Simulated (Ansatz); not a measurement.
## Al5Pd3 (Pd on 38 % of the Al sites, one arrangement): core-level shifts

What do XPS lines of Al5Pd3 (Pd on 38 % of the Al sites, one arrangement) look like, site by site? Spin–orbit coupling is left out of the bands throughout.

Method: DFT, r2SCAN, plane-wave PAW, default files, scalar-relativistic, in Ansatz 0.2.0.

Report form: the programs' logs are mostly left out.

## (1) Set-up

The cell holds 16 atoms: 10 Al and 6 Pd. Its edges and angles: a = 6.934 Å, b = 6.934 Å, c = 6.934 Å, α = 109.5°, β = 109.5°, γ = 109.5°. It derives from Al and Pd. How the cell was made: random alloy; site: Al; solute: Pd; fraction 0.375; sites picked by the rule 'random', which a small cell need not show; lattice typed at the start.

## (2) Relaxing the atoms

Atoms near a foreign or missing neighbour move off the ideal sites, so they are relaxed first.

The input, input.yaml:

```yaml
crystal:
  lattice:
    - [-4.003084267, 4.003084267, 4.003084267]
    - [4.003084267, -4.003084267, 4.003084267]
    - [4.003084267, 4.003084267, -4.003084267]
  atoms:
    - { symbol: Al, position: [0.0, 0.25, 0.75] }
    - { symbol: Al, position: [0.0, 0.5, 0.5] }
    - { symbol: Al, position: [0.0, 0.75, 0.25] }
    - { symbol: Pd, position: [0.25, 0.0, 0.75] }
    - { symbol: Pd, position: [0.0, 0.0, 0.0] }
    - { symbol: Al, position: [0.25, 0.25, 0.5] }
    - { symbol: Al, position: [0.25, 0.5, 0.25] }
    - { symbol: Pd, position: [0.5, 0.75, 0.75] }
    - { symbol: Al, position: [0.25, 0.75, 0.0] }
    - { symbol: Al, position: [0.5, 0.0, 0.5] }
    - { symbol: Al, position: [0.5, 0.25, 0.25] }
    - { symbol: Al, position: [0.75, 0.5, 0.75] }
    - { symbol: Pd, position: [0.5, 0.5, 0.0] }
    - { symbol: Pd, position: [0.75, 0.75, 0.5] }
    - { symbol: Pd, position: [0.75, 0.0, 0.25] }
    - { symbol: Al, position: [0.75, 0.25, 0.0] }
kpoints:
  mp_grid: { grid: [4, 4, 4] }
scf:
  occupations: { method: fermi_dirac, width: 0.08 }
  n_extra_bands: 16
hamiltonian:
  xc: r2scan
  pseudopotentials: { kind: paw }
output:
  forces: true
relax:
  f_tol: 0.04
  max_steps: 35
  cell: {}
```

Run with:

```sh
ansatz run input.yaml --threads 4 --pin off --max-ram 14336MiB --backend cpu --events-out ev --progress --plain --runs-dir out
```

Elapsed: 2.1 min, on 4 threads of Intel Xeon 6975P-C (Granite Rapids), shared host; peak memory 1.8 GiB; 8.2 min of CPU time.

Step by step:

| step | energy less that of the first step (eV) | largest force component (eV/Å) | pressure (GPa) | volume (Å³) |
| --- | --- | --- | --- | --- |
| 1 | 0.0000 | 1.2856 | -9.60 | 256.59 |
| 2 | -1.5419 | 0.4546 | 5.86 | 228.45 |
| 3 | -1.7804 | 0.1668 | -0.94 | 239.20 |
| 4 | -1.7761 | 0.1792 | 0.55 | 237.23 |
| 5 | -1.8116 | 0.0443 | 0.04 | 237.86 |
| 6 | -1.8140 | 0.0212 | 0.01 | 237.99 |
| 7 | -1.8143 | 0.0082 | 0.00 | 238.00 |
| 8* | -1.8038 | 0.0083 | -0.03 | 238.00 |

Relaxation steps marked * repeat the geometry before them on a plane-wave basis chosen anew for their cell, so energy and pressure can jump there. Relaxation step 4 was tried and not accepted.

| cell as run | before | after | change |
| --- | --- | --- | --- |
| a (Å) | 6.934 | 6.725 | -3.0 % |
| b (Å) | 6.934 | 6.610 | -4.7 % |
| c (Å) | 6.934 | 6.889 | -0.6 % |
| α (°) | 109.47 | 107.81 | -1.5 % |
| β (°) | 109.47 | 110.98 | +1.4 % |
| γ (°) | 109.47 | 108.78 | -0.6 % |
| volume (Å³/atom) | 16.04 | 14.88 | -7.2 % |

The atoms that moved most (Å, as changes of fractional coordinates times the final cell):

| atom | dx | dy | dz | length |
| --- | --- | --- | --- | --- |
| Pd15 | 0.232 | -0.010 | 0.079 | 0.246 |
| Pd5 | 0.064 | 0.196 | 0.072 | 0.218 |
| Al3 | 0.114 | -0.147 | -0.108 | 0.215 |
| Al9 | -0.101 | 0.029 | 0.165 | 0.196 |
| Pd4 | -0.128 | -0.129 | 0.059 | 0.191 |
| Al16 | -0.096 | 0.008 | -0.135 | 0.166 |
| Pd8 | -0.118 | -0.079 | -0.074 | 0.160 |
| Al1 | -0.083 | 0.103 | -0.085 | 0.157 |

This step gave:

| Quantity | Value |
| --- | --- |
| free energy | -47327.9555 eV |
| energy at zero smearing | -47327.9092 eV |
| smearing term TS | 0.09254 eV |
| Fermi energy | 13.27 eV |
| symmetry operations | 1 |
| pressure | -0.02685 GPa |

The relaxation ends with a largest force component of 0.0083 eV/Å and a pressure of -0.03 GPa.

## (3) Valence states

First the ground state, then the DOS by atom and shell, which the cross sections turn into spectra.

The input, input.yaml:

```yaml
crystal:
  lattice:
    - [-3.9290127234, 3.7856914252, 3.9318312134]
    - [3.8565483198, -3.7590650862, 3.8327404708]
    - [4.0966849222, 3.926737285, -3.9052048744]
  atoms:
    - { symbol: Al, position: [0.0024232794, 0.2280726812, 0.7527871395] }
    - { symbol: Al, position: [0.005035207, 0.5141265742, 0.5087360705] }
    - { symbol: Al, position: [-0.0330329292, 0.7509914023, 0.2452653419] }
    - { symbol: Pd, position: [0.2410741495, -0.0082230646, 0.7179108497] }
    - { symbol: Pd, position: [0.034368998, 0.0168063857, 0.0327879747] }
    - { symbol: Al, position: [0.2553166651, 0.2533847298, 0.5085033107] }
    - { symbol: Al, position: [0.2512891926, 0.506754293, 0.2480999747] }
    - { symbol: Pd, position: [0.4804552574, 0.7255619421, 0.7254059593] }
    - { symbol: Al, position: [0.2752031809, 0.7585664716, -0.0085914588] }
    - { symbol: Al, position: [0.508566193, -0.0016830521, 0.5059427302] }
    - { symbol: Al, position: [0.5000220016, 0.2565852731, 0.2458154672] }
    - { symbol: Al, position: [0.7553984698, 0.5234157737, 0.7620916553] }
    - { symbol: Pd, position: [0.4944080797, 0.4883517942, -0.0021088346] }
    - { symbol: Pd, position: [0.7371533394, 0.727229874, 0.4909644033] }
    - { symbol: Pd, position: [0.7584191177, 0.0397959121, 0.2773073918] }
    - { symbol: Al, position: [0.733899798, 0.2202630098, -0.0109179753] }
kpoints:
  mp_grid: { grid: [6, 6, 6] }
scf:
  occupations: { method: fermi_dirac, width: 0.08 }
  n_extra_bands: 16
hamiltonian:
  xc: r2scan
  pseudopotentials: { kind: paw }
output:
  forces: true
  stress: true
  dos:
    projected: true
    de: 0.05
    e_range: [-30, 12]
    method: { smearing: { sigma: 0.1, scheme: gaussian } }
  eigenstates:
    kpoints:
      - [0.0, 0.0, 0.0]
      - [0.16666667, -0.16666667, 0.16666667]
      - [0.33333333, -0.33333333, 0.33333333]
      - [0.5, -0.5, 0.5]
      - [-0.33333333, 0.33333333, -0.33333333]
      - [-0.16666667, 0.16666667, -0.16666667]
      # [... 14 more points ...]
      - [-0.25, 0.25, 0.25]
      - [-0.125, 0.125, 0.125]
    e_range: [-9.0, 3.0]
    unfold: { supercell_matrix: [[3, -1, -1], [-1, 3, -1], [-1, -1, 3]] }
```

Elapsed: 68 s, on 4 threads; peak memory 2.5 GiB.

This step gave:

| Property | Result |
| --- | --- |
| free energy | -47327.9144 eV |
| energy at zero smearing | -47327.8631 eV |
| smearing term TS | 0.1026 eV |
| Fermi energy | 13.28 eV |
| pressure | -0.09349 GPa |
| zero of energy | Fermi level |
| share of occupied states in no projected shell | 0.0127 of the occupied states in the window |
| DOS at the Fermi level | 4.925 states/eV/cell |

A(k,E), total over k along the path and E. Zero: Fermi level.

Ten even steps from '_' (0.01 eV⁻¹) to '@' (1.06 eV⁻¹), each cell a mean:
```
____________--====::--..______________..::..____::----::----
________________==--____________________........------..____
______....______****____________________......::--++--..____
____..__..______--==..__________________::....::==::::::____
______________..::::____________________........--..--++____
______________**......________________..........::......==__
____________++--::::--____..________......__::==..____..++++
....______..**::::--::......__......::..__....==..____::::**
::....__..====--....------..::::....::......--::..____..--==
--------==##--::..------------------::::::--==--::::::::----
==--======--::--------------======--::::--==++--::--------::
==++++++++==::--======----==++==========**@@++++========--::
==++======++====++++**++++++========++****####++++==++++====
++======++++++++++++**========++++======++##++++##%%##++++++
::::::----++##++++++++==--::::::::::----++++****%%%%##++++##
__........==::==++====::......__........::::--++--::--++--::
______..::....::..::--::________________..::==::......::....
________::......__....--________________++++::::________....
________++::..________--..______________++________________..
________::____________++..____________::____________________
______::________________..____________%%____________________
______--..______________**__________::..____________________
```
Columns: k along the path (Å⁻¹) from 0 to 7.19 (not evenly spaced); rows upwards: E (eV) from -8.7 to 2.49.

Peaks of A(k,E) at the labelled points: for each region the eleven nearest the zero at most, each over 6 % of that point's highest, less those above the energy where the solved bands run out; weight and spread sum the levels within three half widths or 0.3 eV, so near peaks share levels. Peaks of the spectral function, the first 40 of 65 rows:

| point | weight on | E (eV) | A (1/eV) | weight near the peak | rms spread of levels (eV) |
| --- | --- | --- | --- | --- | --- |
| Γ | total | -7.32 | 0.055 | 0.039 | 0.19 |
| Γ | total | -6.92 | 0.065 | 0.053 | 0.256 |
| Γ | total | -5.94 | 0.075 | 0.027 | 0.09 |
| Γ | total | -4.72 | 0.417 | 0.355 | 0.23 |
| Γ | total | -4.28 | 0.672 | 0.476 | 0.22 |
| Γ | total | -3.82 | 0.61 | 0.631 | 0.311 |
| Γ | total | -3.48 | 0.54 | 0.563 | 0.286 |
| Γ | total | -3.1 | 0.488 | 0.503 | 0.28 |
| Γ | total | -2.76 | 0.576 | 0.443 | 0.219 |
| Γ | total | -2.06 | 0.395 | 0.301 | 0.265 |
| X | total | -6.62 | 0.209 | 0.149 | 0.145 |
| X | total | -5.94 | 0.134 | 0.043 | 0.101 |
| X | total | -4.96 | 0.949 | 0.636 | 0.189 |
| X | total | -4.3 | 0.664 | 0.495 | 0.249 |
| X | total | -3.82 | 0.577 | 0.51 | 0.278 |
| X | total | -3.1 | 0.283 | 0.261 | 0.291 |
| X | total | -2.74 | 0.369 | 0.291 | 0.244 |
| X | total | -2.48 | 0.361 | 0.393 | 0.3 |
| X | total | -2.06 | 0.488 | 0.407 | 0.295 |
| X | total | -1.6 | 0.53 | 0.338 | 0.239 |
| X | total | -1.04 | 1.546 | 0.766 | 0.098 |
| U | total | -4.26 | 0.535 | 0.522 | 0.27 |
| U | total | -3.64 | 0.69 | 0.547 | 0.215 |
| U | total | -2.92 | 0.408 | 0.378 | 0.288 |
| U | total | -1.54 | 0.252 | 0.151 | 0.208 |
| U | total | -1.06 | 0.416 | 0.209 | 0.095 |
| U | total | -0.46 | 0.227 | 0.083 | 0.047 |
| U | total | 0.06 | 0.204 | 0.054 | 0 |
| U | total | 0.6 | 0.632 | 0.263 | 0 |
| U | total | 1.34 | 1.016 | 0.609 | 0.155 |
| U | total | 1.64 | 0.574 | 0.609 | 0.155 |
| U | total | 2.12 | 0.531 | 0.533 | 0.356 |
| K | total | -3.78 | 0.592 | 0.569 | 0.273 |
| K | total | -3.5 | 0.551 | 0.481 | 0.23 |
| K | total | -2.64 | 0.502 | 0.338 | 0.158 |
| K | total | -1.74 | 0.186 | 0.151 | 0.336 |
| K | total | -1.06 | 0.491 | 0.332 | 0.155 |
| K | total | -0.5 | 0.204 | 0.12 | 0.216 |
| K | total | 0.46 | 0.521 | 0.202 | 0 |
| K | total | 1 | 0.806 | 0.542 | 0.137 |

The DOS has structure finer than the step of the table below, so its rows give means over 0.5 eV, whole bins alone (the curve runs from -13.0 to 3.88 eV). Peaks (eV: height): total -4.33: 21.6, -3.73: 20.5, -2.52: 16.6, 2.38: 6.79; Pd 4d -4.33: 18.0, -3.62: 17.0, -2.52: 13.7; Al 3p -5.12: 3.43, -1.23: 3.62, -0.42: 3.33, 3.67: 3.37; Al 3s -10.32: 1.31, -7.42: 1.60, 2.48: 1.91, 3.08: 1.63; Pd 5p* 3.67: 1.42.

* holds the states left over by the projection beside any projected weight of its own. The DOS by E, zero at the Fermi level; means over each step; values in states/eV/cell:

| E (eV) | total | Pd 4d | Al 3p | Al 3s | Pd 5p* | Pd 5s |
| --- | --- | --- | --- | --- | --- | --- |
| -12.0 | 0 | 0 | 0 | 0 | 0 | 0 |
| -11.5 | 0.0553 | 1.7e-4 | 0.00543 | 0.0480 | 4.2e-4 | 0.00127 |
| -11.0 | 0.828 | 0.00422 | 0.202 | 0.595 | 0.00629 | 0.0204 |
| -10.5 | 1.59 | 0.0187 | 0.623 | 0.903 | 0.0138 | 0.0367 |
| -10.0 | 1.65 | 0.0383 | 0.757 | 0.808 | 0.0161 | 0.0312 |
| -9.5 | 2.15 | 0.0903 | 1.13 | 0.861 | 0.0224 | 0.0469 |
| -9.0 | 2.23 | 0.139 | 1.22 | 0.796 | 0.0255 | 0.0496 |
| -8.5 | 2.86 | 0.247 | 1.57 | 0.952 | 0.0357 | 0.0653 |
| -8.0 | 3.43 | 0.451 | 1.79 | 1.08 | 0.0453 | 0.0636 |
| -7.5 | 4.42 | 0.881 | 2.09 | 1.34 | 0.0599 | 0.0605 |
| -7.0 | 4.93 | 1.53 | 2.00 | 1.29 | 0.0618 | 0.0511 |
| -6.5 | 6.55 | 2.91 | 2.24 | 1.27 | 0.0708 | 0.0632 |
| -6.0 | 6.76 | 3.64 | 2.00 | 0.987 | 0.0746 | 0.0566 |
| -5.5 | 11.0 | 7.20 | 2.94 | 0.632 | 0.109 | 0.0834 |
| -5.0 | 16.9 | 13.0 | 3.30 | 0.424 | 0.147 | 0.0560 |
| -4.5 | 20.1 | 16.5 | 2.90 | 0.434 | 0.180 | 0.0291 |
| -4.0 | 19.0 | 15.7 | 2.62 | 0.469 | 0.194 | 0.0219 |
| -3.5 | 19.1 | 16.0 | 2.49 | 0.407 | 0.196 | 0.0212 |
| -3.0 | 12.7 | 10.1 | 2.07 | 0.370 | 0.154 | 0.0168 |
| -2.5 | 14.2 | 11.4 | 2.02 | 0.593 | 0.174 | 0.0135 |
| -2.0 | 8.76 | 5.55 | 2.49 | 0.531 | 0.177 | 0.0144 |
| -1.5 | 6.86 | 3.05 | 2.97 | 0.610 | 0.218 | 0.0136 |
| -1.0 | 6.28 | 2.09 | 3.13 | 0.764 | 0.285 | 0.0122 |
| -0.5 | 5.19 | 1.35 | 2.87 | 0.644 | 0.313 | 0.00793 |
| 0.0 | 4.86 | 0.979 | 2.60 | 0.902 | 0.373 | 0.00661 |
| 0.5 | 4.58 | 0.824 | 2.35 | 0.992 | 0.413 | 0.00578 |
| 1.0 | 4.14 | 0.628 | 2.10 | 0.941 | 0.466 | 0.00545 |
| 1.5 | 4.89 | 0.621 | 2.56 | 1.07 | 0.629 | 0.00493 |
| 2.0 | 5.07 | 0.611 | 2.54 | 1.23 | 0.686 | 0.00530 |
| 2.5 | 6.15 | 0.607 | 2.84 | 1.69 | 1.02 | 0.00576 |
| 3.0 | 6.01 | 0.519 | 2.90 | 1.49 | 1.09 | 0.00462 |
| 3.5 | 6.26 | 0.471 | 3.21 | 1.30 | 1.27 | 0.00401 |

This run's widths, added to any smearing of the DOS itself: Gaussian 0.2 eV, Lorentzian 0.1 eV plus 0.03 an eV of depth. The intensity by binding energy, zero at the Fermi level; values in % of the maximum within 13 eV:

| binding energy (eV) | 21.2 eV | 40.8 eV | 150 eV | 1486.7 eV | 8047.8 eV |
| --- | --- | --- | --- | --- | --- |
| -1.0 | 0.655 | 0.654 | 1.01 | 0.665 | 0.734 |
| -0.5 | 0.969 | 0.968 | 1.73 | 0.991 | 1.13 |
| 0.0 | 5.03 | 5.00 | 16.7 | 5.38 | 7.62 |
| 0.5 | 10.9 | 10.9 | 31.5 | 11.3 | 14.5 |
| 1.0 | 16.0 | 16.0 | 37.9 | 16.5 | 20.1 |
| 1.5 | 21.9 | 22.0 | 39.6 | 22.3 | 24.9 |
| 2.0 | 37.7 | 37.8 | 49.6 | 38.0 | 39.9 |
| 2.5 | 71.2 | 71.2 | 74.3 | 71.4 | 72.7 |
| 3.0 | 65.8 | 65.8 | 68.4 | 65.9 | 66.3 |
| 3.5 | 96.0 | 96.0 | 94.7 | 95.9 | 95.8 |
| 4.0 | 95.7 | 95.7 | 95.8 | 95.7 | 95.8 |
| 4.5 | 97.0 | 97.1 | 98.0 | 97.0 | 97.1 |
| 5.0 | 77.2 | 77.3 | 84.1 | 77.3 | 78.2 |
| 5.5 | 46.6 | 46.6 | 59.8 | 47.0 | 49.8 |
| 6.0 | 26.6 | 26.5 | 42.8 | 27.4 | 32.0 |
| 6.5 | 20.1 | 19.9 | 40.0 | 21.0 | 27.0 |
| 7.0 | 12.4 | 12.3 | 33.5 | 13.5 | 19.8 |
| 7.5 | 8.04 | 7.86 | 29.9 | 9.10 | 15.6 |
| 8.0 | 5.06 | 4.91 | 24.4 | 5.98 | 11.7 |
| 8.5 | 3.39 | 3.26 | 20.3 | 4.20 | 9.26 |
| 9.0 | 2.42 | 2.30 | 16.9 | 3.14 | 7.59 |
| 9.5 | 1.92 | 1.78 | 15.6 | 2.64 | 7.07 |
| 10.0 | 1.48 | 1.32 | 13.4 | 2.18 | 6.39 |
| 10.5 | 1.22 | 1.05 | 11.8 | 1.90 | 6.02 |
| 11.0 | 0.790 | 0.691 | 7.18 | 1.27 | 3.99 |
| 11.5 | - | 0.388 | 2.45 | 0.568 | 1.42 |
| 12.0 | - | 0.280 | 1.11 | 0.344 | 0.658 |
| 12.5 | - | 0.230 | 0.734 | 0.267 | 0.447 |
| 13.0 | - | 0.196 | 0.549 | 0.221 | 0.344 |

Maxima picked by a test of local sharpness, so broad peaks and shoulders can be missing; peaks within 0.45 eV of a curve's cut are left out. Valence peaks, by row:

| photon energy (eV) | binding energy (eV) | height (% of the maximum within 13 eV) | main shell | its share (%) |
| --- | --- | --- | --- | --- |
| 21.2 | 4.35 | 100 | Pd 4d | 99.18 |
| 21.2 | 3.7 | 99.17 | Pd 4d | 99.18 |
| 21.2 | 2.55 | 72.92 | Pd 4d | 98.86 |
| 40.8 | 4.35 | 100 | Pd 4d | 99.08 |
| 40.8 | 3.7 | 99.16 | Pd 4d | 99.09 |
| 40.8 | 2.55 | 72.84 | Pd 4d | 98.86 |
| 150 | 4.35 | 100 | Pd 4d | 78.75 |
| 150 | 3.7 | 98.92 | Pd 4d | 78.95 |
| 150 | 2.55 | 75.98 | Pd 4d | 75.33 |
| 150 | 1.2 | 41.99 | Al 3p | 47.32 |
| 150 | 0.4 | 32.22 | Al 3p | 54.54 |
| 1487 | 4.35 | 100 | Pd 4d | 98.78 |
| 1487 | 3.7 | 99.17 | Pd 4d | 98.78 |
| 1487 | 2.55 | 73.12 | Pd 4d | 98.18 |
| 8048 | 4.35 | 100 | Pd 4d | 96.1 |
| 8048 | 3.7 | 99.15 | Pd 4d | 96.12 |
| 8048 | 2.55 | 74.36 | Pd 4d | 93.94 |

Shapes are the site's partial DOS without matrix elements, which overweights lines from ligand s bands. Table of intensity by emission energy less the core level's binding energy, zero at the Fermi level; read off at these points; values in % of the unpolarised maximum:

| emission energy less the core level's binding energy (eV) | Al K-beta | Al K-beta, E along x | Al K-beta, E along y | Al K-beta, E along z | Al L2,3 | Pd L-beta2 |
| --- | --- | --- | --- | --- | --- | --- |
| -13.00 | 2.02 | 2.03 | 2.00 | 2.02 | 1.46 | 3.08 |
| -12.50 | 2.64 | 2.66 | 2.62 | 2.65 | 2.28 | 3.49 |
| -12.00 | 3.82 | 3.84 | 3.79 | 3.84 | 4.93 | 4.00 |
| -11.50 | 6.56 | 6.59 | 6.50 | 6.59 | 16.0 | 4.63 |
| -11.00 | 12.3 | 12.4 | 12.3 | 12.4 | 39.4 | 5.42 |
| -10.50 | 20.6 | 20.5 | 20.5 | 20.8 | 59.4 | 6.45 |
| -10.00 | 28.6 | 28.1 | 28.7 | 29.0 | 64.1 | 7.79 |
| -9.50 | 36.2 | 35.7 | 36.1 | 36.8 | 63.7 | 9.57 |
| -9.00 | 44.0 | 44.2 | 43.2 | 44.5 | 66.6 | 11.9 |
| -8.50 | 52.1 | 53.6 | 50.1 | 52.6 | 74.4 | 15.2 |
| -8.00 | 59.6 | 62.6 | 56.4 | 59.9 | 84.8 | 19.6 |
| -7.50 | 66.2 | 70.2 | 62.6 | 65.8 | 96.5 | 25.5 |
| -7.00 | 70.8 | 75.5 | 67.4 | 69.6 | 99.7 | 33.4 |
| -6.50 | 74.4 | 78.7 | 72.3 | 72.2 | 93.4 | 43.6 |
| -6.00 | 80.3 | 82.5 | 80.6 | 77.8 | 76.3 | 56.3 |
| -5.50 | 92.4 | 91.0 | 95.4 | 90.8 | 54.3 | 71.0 |
| -5.00 | 99.9 | 96.3 | 104 | 99.6 | 39.5 | 85.3 |
| -4.92 | 100.0 | 96.3 | 104 | 99.9 | 38.3 | 87.4 |
| -4.50 | 96.9 | 93.2 | 99.9 | 97.6 | 36.3 | 95.8 |
| -4.00 | 91.4 | 87.0 | 94.5 | 92.6 | 36.8 | 99.9 |
| -3.50 | 84.8 | 81.3 | 87.5 | 85.5 | 33.6 | 97.1 |
| -3.00 | 78.5 | 76.9 | 80.8 | 77.7 | 35.0 | 88.7 |
| -2.50 | 78.1 | 77.5 | 80.4 | 76.2 | 42.6 | 76.7 |
| -2.00 | 85.6 | 87.2 | 86.4 | 83.2 | 44.1 | 62.9 |
| -1.50 | 95.9 | 98.0 | 96.2 | 93.2 | 51.0 | 49.4 |
| -1.32 | 97.7 | 99.2 | 98.5 | 95.3 | 54.5 | 45.0 |
| -1.23 | 98.0 | 99.0 | 99.0 | 95.8 | 55.7 | 42.9 |
| -1.12 | 97.6 | 97.9 | 98.9 | 95.9 | 56.4 | 40.5 |
| -1.00 | 96.4 | 95.9 | 97.9 | 95.2 | 56.2 | 37.9 |
| -0.50 | 83.4 | 80.3 | 84.8 | 83.5 | 51.3 | 28.7 |
| 0.00 | 51.4 | 48.4 | 52.0 | 51.1 | 31.5 | 21.6 |
| 0.50 | 19.3 | 18.0 | 19.3 | 19.0 | 5.62 | 16.2 |
| 1.00 | 7.64 | 7.30 | 7.70 | 7.55 | 0.616 | 12.3 |

Sums over each group's atoms; left-over states aren't shared out by site. Site centres, by row:

| group | element | shell | occupied states | centre of occupied part (eV) | centre up to the window's top (eV) |
| --- | --- | --- | --- | --- | --- |
| Al | Al | 3s | 8.61 | -6.183 | -3.192 |
| Al | Al | 3p | 23.4 | -4.531 | -2.492 |
| Pd | Pd | 5s | 0.42 | -6.708 | -6.317 |
| Pd | Pd | 4d | 56.21 | -3.926 | -3.691 |

The spectra weight each projected shell by its atomic cross section (Dirac–Hartree–Slater) and angular factor, for linear light with the analyser at 30° from the polarisation. Broadening, on top of any smearing of the DOS itself: a Gaussian of 0.2 eV and a Lorentzian of 0.1 eV plus 0.03 times the binding energy (full widths), Fermi edge at 77 K. Curves are cut 10 eV under the photon energy, above any shell that the free atom's threshold puts out of reach, or at the lower edge of the window: 11.2 eV at 21.2 eV, 13.1 eV at 40.8 eV, 13.1 eV at 150 eV, 13.1 eV at 1486.7 eV and 13.1 eV at 8047.8 eV. A star in tables and legends marks shells that hold the states left over by the projection (1.3 % of the filled ones), a stand-in for orbitals that the files don't project on. Dipole terms alone, which is rough above 3 keV; no background, satellites or final-state effects.

(Continued in part 2 of 2.)

[Logs are printed without paths, hosts, clocks, repeated set-up lines and the standing remarks that a program may print on its own settings, such as how far it seeks lower states.]

[Hosts, paths, dates, database ids (printed as entryN), source tags and the programs' standing remarks are cut or masked in the printed files.]

[Maps of the electrostatic potential energy from Ansatz leave out the sawtooth potential of an applied field or a dipole correction, so their vacuum need not be flat; work functions include it.]
